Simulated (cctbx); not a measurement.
# Which space group?

Cell: a = 8.8980 Å, b = 8.8980 Å, c = 12.0190 Å, α = 90.00°, β = 90.00°, γ = 90.00°. Expected content of the cell: Er4 Ce4 Fe56 B4.

Simulated single-crystal data (cctbx): synchrotron X-rays, λ = 0.6889 Å, to d = 0.84 Å, 80 % of the full sphere, strongest reflection 40000 counts, noise from counting, a 4 % proportional error and a noise floor of 4 counts (s.d.); no absorption.

A first pass over the reflections prints:

```text
5368 reflections to d = 0.841 A
centring   violations  <I/sigma> of those
    A       2063 of  2664     12.5
    B       2048 of  2673     12.5
    C       2101 of  2641     12.6
    I       2057 of  2704     13.1
    R       2901 of  3556     13.8
    F       3106 of  3989     12.5
Laue class    unique    Rint  (classes that these axes allow; Friedel mates merged)
P -1             3230   0.026
P 1 2/m 1        1792   0.031
P 1 1 2/m        1762   0.031
P 2/m 1 1        1795   0.032
P m m m          1008   0.034
P 4/m             895   0.034
P 4/m m m         554   0.036
space group    extra absences  I>4sigma  <I/sigma>
P 4 2 2                 0          0         -  acentric
P 4 21 2               15          0       0.2  acentric
P 42 2 2               13          0       0.0  acentric
P 42 21 2              28          0       0.1  acentric
P 4 m m                 0          0         -  acentric
P 42 n m              374          0       0.0  acentric
P -4 2 m                0          0         -  acentric
P -4 21 m              15          0       0.2  acentric
P -4 m 2                0          0         -  acentric
P -4 n 2              374          0       0.0  acentric
P 4/m m m               0          0         -  centric
P 42/m n m            374          0       0.0  centric
Wilson B = 2.20 A^2   <|E^2-1|> = 0.872 (0.968 centric, 0.736 acentric)   E^2>4: 1.5 %
shell (A)         n   <I/sigma>
12.02 - 1.68     88     38.8
 1.68 - 1.34     69     42.5
 1.34 - 1.17     70     45.8
 1.17 - 1.06     69     38.6
 1.06 - 0.98     64     38.7
 0.98 - 0.93     65     42.0
 0.93 - 0.88     63     34.7
 0.88 - 0.84     66     29.3
```

**Question.** What are the lattice type, the Laue class and the likely space group?

Every centring test has many violations, so the lattice is primitive.

Rint stays low (0.026 to 0.036) up to P 4/m m m, the highest class in these axes.

12 settings pass the absence test. The most absences obeyed, 374, belong to P 42 n m, P -4 n 2 and P 42/m n m, which absences can't tell apart.

⟨|E²−1|⟩ = 0.872 lies between the two ideal values. The Wilson B of 2.20 Å² means U ≈ 0.0279 Å².

The true group is P4_2/mnm (no. 136), Laue class 4/mmm, centrosymmetric. The tables only narrow the choice to the tied entries; cell content, site symmetry and trial solutions must settle it.

The model is made up (kin elements in a known structure type, no relaxation), so it says nothing on whether the phase exists.

[Logs are printed without paths, hosts, clocks, repeated set-up lines and the standing remarks that a program may print on its own settings, such as how far it seeks lower states.]
